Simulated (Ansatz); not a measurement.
In doubt: masses and optical values from hybrid runs of this build are listed as unsure, which bears on the screening that GW takes from such a start.

Rows from a G0W0 calculation on As (puckered monolayer) (Ansatz 0.2.0; G0W0 on HSE06, plane waves, PAW; PAW set soft_1; 2×4×1 mesh, 498 empty bands, screening to 63 eV, PAW set soft_1 files), in eV. Spin-orbit coupling is left out.

| row | k | band | start | Σx | Σc at the solution | Vxc |
| --- | --- | --- | --- | --- | --- | --- |
| A | Γ | c2 | -2.029 | -7.285 | -3.602 | -11.078 |
| B | Γ | v2 | -6.436 | -16.180 | 1.448 | -14.724 |
| C | Γ | v1 | -4.537 | -16.247 | 1.178 | -15.071 |
| D | Γ | c1 | -3.481 | -6.832 | -2.988 | -9.938 |

**Question.** Work out each quasiparticle level and how far it moved.

The quasiparticle equation reads E = start + Σx + Σc(E) − Vxc.

| row | E (eV) | shift (eV) |
| --- | --- | --- |
| A | -1.839 | +0.190 |
| B | -6.444 | −0.008 |
| C | -4.535 | +0.002 |
| D | -3.362 | +0.118 |

The gap over the computed points goes from 1.06 eV to 1.17 eV.

Limits: not at the basis limit; coarse mesh for a sheet; no spin-orbit coupling.

[Runs of the session that timed out or met a known fault of the program may be left out.]

[Cells called generated may have been cut or substituted from an entry of the Crystallography Open Database or the Materials Project.]

[Hosts, paths, dates, database ids (printed as entryN), source tags and the programs' standing remarks are cut or masked in the printed files.]
